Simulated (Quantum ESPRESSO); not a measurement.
## Fixed-spin-moment curve of MnS

Wanted: E(M) for MnS from a parallel start.

Program: Quantum ESPRESSO 7.5. Level of theory: PBEsol; plane waves with GBRV 1.5 PBEsol potentials, no spin-orbit coupling. Results are calculated unless marked as measured.

The database entry behind the starting cell differs from later determinations by our own check (an axis about 0.2 % short against later determinations), so it need not match the best structure at ambient conditions.

## (1) Starting point

It takes space group Fm-3m (No. 225, cubic). The conventional cell has a = 5.209 Å, b = 5.209 Å, c = 5.209 Å, α = 90.00°, β = 90.00°, γ = 90.00°. Nearest to Mn lie 6 S at 2.60 Å. Nearest to S lie 6 Mn at 2.60 Å. Farther neighbours and most contacts between anions are not listed.

The cell comes from the Crystallography Open Database.

## (2) No moment imposed

Input file pw.in:

```
&CONTROL
  calculation = 'scf'
  prefix = 'pwscf'
  outdir = './tmp'
  pseudo_dir = './pseudo'
  disk_io = 'nowf'
/
&SYSTEM
  ibrav = 0
  celldm(1) = 8
  nat = 2
  ntyp = 2
  ecutwfc = 40
  ecutrho = 280
  nbnd = 19
  occupations = 'smearing'
  smearing = 'fd'
  degauss = 0.00734986
  nspin = 2
  starting_magnetization(1) = 0.3
  starting_magnetization(2) = 0
/
&ELECTRONS
  conv_thr = 4d-09
  electron_maxstep = 150
  mixing_beta = 0.3
/
ATOMIC_SPECIES
Mn     54.9380 mn_pbesol_v1.5.uspp.F.UPF
S      32.0600 s_pbesol_v1.4.uspp.F.UPF
CELL_PARAMETERS alat
   0.0000000000000    0.6152239614485    0.6152239614485
   0.6152239614485    0.0000000000000    0.6152239614485
   0.6152239614485    0.6152239614485    0.0000000000000
ATOMIC_POSITIONS crystal
Mn      0.0000000000    0.0000000000    0.0000000000
S       0.5000000000    0.5000000000    0.5000000000
K_POINTS automatic
8 8 8 0 0 0
```

The run is started by

```sh
$ OMP_NUM_THREADS=1 mpirun -n 2 pw.x -nk 2 -in pw.in > pw.out
```

The program printed:

```text
Program PWSCF v.7.5 starts

     Message from routine setup:
     using ibrav=0 with symmetry is DISCOURAGED, use correct ibrav instead

     K-points division:     npool     =       2
     Subspace diagonalization in iterative solution of the eigenvalue problem:

     G-vector sticks info
     --------------------
     sticks:   dense  smooth     PW     G-vecs:    dense   smooth      PW
     Sum         931     535    163                18883     8099    1459

     Using Slab Decomposition

     bravais-lattice index     =            0
     lattice parameter (alat)  =       8.0000  a.u.
     unit-cell volume          =     238.4513 (a.u.)^3
     number of atoms/cell      =            2
     number of atomic types    =            2
     number of electrons       =        21.00
     number of Kohn-Sham states=           19
     kinetic-energy cutoff     =      40.0000  Ry
     charge density cutoff     =     280.0000  Ry
     scf convergence threshold =      4.0E-09
     mixing beta               =       0.3000
     number of iterations used =            8  plain     mixing
     Exchange-correlation= SLA  PW   PSX  PSC
                           (   1   4  10   8   0   0   0)

     celldm(1)=   8.000000  celldm(2)=   0.000000  celldm(3)=   0.000000
     celldm(4)=   0.000000  celldm(5)=   0.000000  celldm(6)=   0.000000

     crystal axes: (cart. coord. in units of alat)
               a(1) = (   0.000000   0.615224   0.615224 )
               a(2) = (   0.615224   0.000000   0.615224 )
               a(3) = (   0.615224   0.615224   0.000000 )

     reciprocal axes: (cart. coord. in units 2 pi/alat)
               b(1) = ( -0.812712  0.812712  0.812712 )
               b(2) = (  0.812712 -0.812712  0.812712 )
               b(3) = (  0.812712  0.812712 -0.812712 )

     PseudoPot. # 1 for Mn read from file:
     mn_pbesol_v1.5.uspp.F.UPF
     Pseudo is Ultrasoft + core correction, Zval = 15.0
     Generated by new atomic code, or converted to UPF format
     Using radial grid of  859 points,  6 beta functions with:
                l(1) =   0
                l(2) =   0
                l(3) =   1
                l(4) =   1
                l(5) =   2
                l(6) =   2
     Q(r) pseudized with  8 coefficients,  rinner =    0.950   0.950   0.950
                                                       0.950   0.950

     PseudoPot. # 2 for S  read from file:
     s_pbesol_v1.4.uspp.F.UPF
     Pseudo is Ultrasoft + core correction, Zval =  6.0
     Generated by new atomic code, or converted to UPF format
     Using radial grid of  907 points,  6 beta functions with:
                l(1) =   0
                l(2) =   0
                l(3) =   1
                l(4) =   1
                l(5) =   2
                l(6) =   2
     Q(r) pseudized with  8 coefficients,  rinner =    1.300   1.300   1.300
                                                       1.300   1.300

     atomic species   valence    mass     pseudopotential
     Mn               15.00    54.93800     Mn( 1.00)
     S                 6.00    32.06000     S ( 1.00)

     Starting magnetic structure
     atomic species   magnetization
     Mn              0.300
     S               0.000

     48 Sym. Ops., with inversion, found

   Cartesian axes

     site n.     atom                  positions (alat units)
         1        Mn     tau(   1) = (   0.0000000   0.0000000   0.0000000  )
         2        S      tau(   2) = (   0.6152240   0.6152240   0.6152240  )

     number of k points=    29  Fermi-Dirac smearing, width (Ry)=  0.0073
                       cart. coord. in units 2pi/alat
        k(    1) = (   0.0000000   0.0000000   0.0000000), wk =   0.0019531
        k(    2) = (   0.1015890   0.1015890  -0.1015890), wk =   0.0156250
        k(    3) = (   0.2031780   0.2031780  -0.2031780), wk =   0.0156250
        k(    4) = (   0.3047671   0.3047671  -0.3047671), wk =   0.0156250
        k(    5) = (  -0.4063561  -0.4063561   0.4063561), wk =   0.0078125
        [... 24 further k-points ...]

     Dense  grid:    18883 G-vectors     FFT dimensions: (  40,  40,  40)

     Smooth grid:     8099 G-vectors     FFT dimensions: (  30,  30,  30)

     Check: negative core charge=   -0.000037
     Generating pointlists ...
     new r_m :   0.2538 (alat units)  2.0302 (a.u.) for type    1
     new r_m :   0.2538 (alat units)  2.0302 (a.u.) for type    2

     Initial potential from superposition of free atoms

     starting charge      20.4999, renormalised to      21.0000
     Starting wfcs are   17 randomized atomic wfcs +    2 random wfcs

     Self-consistent Calculation

     iteration #  1     ecut=    40.00 Ry     beta= 0.30
     Davidson diagonalization with overlap
     ethr =  1.00E-02,  avg # of iterations =  6.3

     total energy              =    -234.97391506 Ry
     estimated scf accuracy    <       0.69779883 Ry

     total magnetization       =     4.45 Bohr mag/cell
     absolute magnetization    =     4.45 Bohr mag/cell

     iteration #  2     ecut=    40.00 Ry     beta= 0.30
     Davidson diagonalization with overlap
     ethr =  3.32E-03,  avg # of iterations =  1.7

     total energy              =    -235.13728164 Ry
     estimated scf accuracy    <       0.05117704 Ry

     total magnetization       =     4.53 Bohr mag/cell
     absolute magnetization    =     4.53 Bohr mag/cell

     iteration #  3     ecut=    40.00 Ry     beta= 0.30
     Davidson diagonalization with overlap
     ethr =  2.44E-04,  avg # of iterations =  2.3

     total energy              =    -235.14886141 Ry
     estimated scf accuracy    <       0.00751855 Ry

     total magnetization       =     4.63 Bohr mag/cell
     absolute magnetization    =     4.63 Bohr mag/cell

     [... further iterations left out ...]

     iteration #  7     ecut=    40.00 Ry     beta= 0.30
     Davidson diagonalization with overlap
     ethr =  7.15E-09,  avg # of iterations =  2.4

     negative rho (up, down):  0.000E+00 3.069E-04

     total energy              =    -235.15076982 Ry
     estimated scf accuracy    <       0.00000048 Ry

     total magnetization       =     4.67 Bohr mag/cell
     absolute magnetization    =     4.67 Bohr mag/cell

     iteration #  8     ecut=    40.00 Ry     beta= 0.30
     Davidson diagonalization with overlap
     ethr =  2.30E-09,  avg # of iterations =  2.0

     negative rho (up, down):  0.000E+00 3.067E-04

     total energy              =    -235.15077007 Ry
     estimated scf accuracy    <       0.00000006 Ry

     total magnetization       =     4.67 Bohr mag/cell
     absolute magnetization    =     4.67 Bohr mag/cell

     iteration #  9     ecut=    40.00 Ry     beta= 0.30
     Davidson diagonalization with overlap
     ethr =  2.70E-10,  avg # of iterations =  2.3

     negative rho (up, down):  0.000E+00 3.067E-04

     total energy              =    -235.15077011 Ry
     estimated scf accuracy    <       0.00000001 Ry

     total magnetization       =     4.67 Bohr mag/cell
     absolute magnetization    =     4.67 Bohr mag/cell

     iteration # 10     ecut=    40.00 Ry     beta= 0.30
     Davidson diagonalization with overlap
     ethr =  5.72E-11,  avg # of iterations =  2.1

     negative rho (up, down):  0.000E+00 3.066E-04

     Magnetic moment per site  (integrated on atomic sphere of radius R)
     atom   1 (R=0.254)  charge= 13.1941  magn=  4.1811
     atom   2 (R=0.254)  charge=  4.6317  magn=  0.1358

     End of self-consistent calculation

     [... lines left out ...]
     the Fermi energy is    10.1847 ev

!    total energy              =    -235.15077013 Ry
     estimated scf accuracy    <          1.0E-09 Ry
     smearing contrib. (-TS)   =      -0.00181353 Ry
     internal energy E=F+TS    =    -235.14895660 Ry

     The total energy is F=E-TS. E is the sum of the following terms:
     one-electron contribution =    -132.77778787 Ry
     hartree contribution      =      73.93065069 Ry
     xc contribution           =     -34.80853731 Ry
     ewald contribution        =    -141.49328211 Ry

     total magnetization       =     4.67 Bohr mag/cell
     absolute magnetization    =     4.67 Bohr mag/cell

     convergence has been achieved in  10 iterations

=------------------------------------------------------------------------------=
   JOB DONE.
=------------------------------------------------------------------------------=
```

Wall time 13 s (2 MPI ranks of Intel Xeon 6975P-C (Granite Rapids), shared host); peak memory 0.21 GiB; 26 s of CPU time.

Spin moment in the atom's sphere by atom:

```
atom  spin moment in the atom's sphere (μB)
 Mn1                                   4.18
  S2                                   0.14
```

Numbers from this step:

- smearing term TS: 0.02467 eV
- magnetization: 4.673 μB
- absolute magnetization: 4.673 μB
- final state: ferromagnetic

## (3) Moment fixed at 0 μB

The two spin channels are filled to separate Fermi energies, so that the total moment meets the target. Half of the up one less the down one is the slope dE/dM.

pw.in: that of step 2 with these lines changed.

```diff
@@ -14,3 +14,3 @@
   ecutrho = 280
-  nbnd = 19
+  nbnd = 20
   occupations = 'smearing'
@@ -19,4 +19,5 @@
   nspin = 2
-  starting_magnetization(1) = 0.3
+  starting_magnetization(1) = 0.015
   starting_magnetization(2) = 0
+  tot_magnetization = 0
 /
```

The program printed:

```text
     [... lines left out ...]
Program PWSCF v.7.5 starts
     [... lines left out ...]
     number of atoms/cell      =            2
     [... lines left out ...]
     number of electrons       =        21.00 (up:  10.50, down:  10.50)
     number of Kohn-Sham states=           20
     kinetic-energy cutoff     =      40.0000  Ry
     charge density cutoff     =     280.0000  Ry
     scf convergence threshold =      4.0E-09
     [... lines left out ...]
     48 Sym. Ops., with inversion, found
     [... lines left out ...]
     number of k points=    29  Fermi-Dirac smearing, width (Ry)=  0.0073
     [... lines left out ...]
     iteration # 14     ecut=    40.00 Ry     beta= 0.30
     [... lines left out ...]
     Magnetic moment per site  (integrated on atomic sphere of radius R)
     atom   1 (R=0.254)  charge= 13.2779  magn= -0.0000
     atom   2 (R=0.254)  charge=  4.5190  magn=  0.0000
     [... lines left out ...]
     the spin up/dw Fermi energies are     9.5811    9.5812 ev
!    total energy              =    -234.99927844 Ry
     estimated scf accuracy    <          1.7E-09 Ry
     smearing contrib. (-TS)   =      -0.01913096 Ry
     [... lines left out ...]
     total magnetization       =    -0.00 Bohr mag/cell
     absolute magnetization    =     0.00 Bohr mag/cell
     convergence has been achieved in  14 iterations
```

It took 16 s on 2 MPI ranks; peak memory 0.21 GiB; 31 s of CPU time.

This step gave:

* magnetization: 0 μB
* absolute magnetization: 0 μB
* half the difference of the two Fermi energies: 0 meV
* largest moment: 0 μB

## (4) Moment fixed at 1.052 μB

pw.in: that of step 3 with these lines changed.

```diff
@@ -14,3 +14,3 @@
   ecutrho = 280
-  nbnd = 20
+  nbnd = 21
   occupations = 'smearing'
@@ -19,5 +19,5 @@
   nspin = 2
-  starting_magnetization(1) = 0.015
+  starting_magnetization(1) = 0.0701
   starting_magnetization(2) = 0
-  tot_magnetization = 0
+  tot_magnetization = 1.052
 /
```

The program printed:

```text
     [... lines left out ...]
Program PWSCF v.7.5 starts
     [... lines left out ...]
     number of atoms/cell      =            2
     [... lines left out ...]
     number of electrons       =        21.00 (up:  11.03, down:   9.97)
     number of Kohn-Sham states=           21
     kinetic-energy cutoff     =      40.0000  Ry
     charge density cutoff     =     280.0000  Ry
     scf convergence threshold =      4.0E-09
     [... lines left out ...]
     48 Sym. Ops., with inversion, found
     [... lines left out ...]
     number of k points=    29  Fermi-Dirac smearing, width (Ry)=  0.0073
     [... lines left out ...]
     iteration # 14     ecut=    40.00 Ry     beta= 0.30
     [... lines left out ...]
     Magnetic moment per site  (integrated on atomic sphere of radius R)
     atom   1 (R=0.254)  charge= 13.2747  magn=  1.1058
     atom   2 (R=0.254)  charge=  4.5256  magn= -0.0703
     [... lines left out ...]
     the spin up/dw Fermi energies are     9.2086   10.0388 ev
!    total energy              =    -235.01729524 Ry
     estimated scf accuracy    <          3.2E-09 Ry
     smearing contrib. (-TS)   =      -0.01280434 Ry
     [... lines left out ...]
     total magnetization       =     1.05 Bohr mag/cell
     absolute magnetization    =     1.37 Bohr mag/cell
     convergence has been achieved in  14 iterations
```

Elapsed: 16 s, on 2 MPI ranks; peak memory 0.21 GiB; 31 s of CPU time.

Spin moment in the atom's sphere by atom:

```
atom  spin moment in the atom's sphere (μB)
 Mn1                                   1.11
  S2                                  -0.07
```

This step gave:

```
magnetization                                 : 1.052 μB
absolute magnetization                        : 1.371 μB
half the difference of the two Fermi energies : -415.1 meV
```

(Continued in part 2 of 2.)

[Logs and program files are shortened in this print: banners, set-up blocks, solver, clock and traceback lines can be left out without a mark of their own.]

[Logs are printed without paths, hosts, clocks, repeated set-up lines and the standing remarks that a program may print on its own settings, such as how far it seeks lower states.]

[Hosts, paths, dates, database ids (printed as entryN), source tags and the programs' standing remarks are cut or masked in the printed files.]

[Where a cell is said to come from a database of computed structures, the database is the Materials Project.]
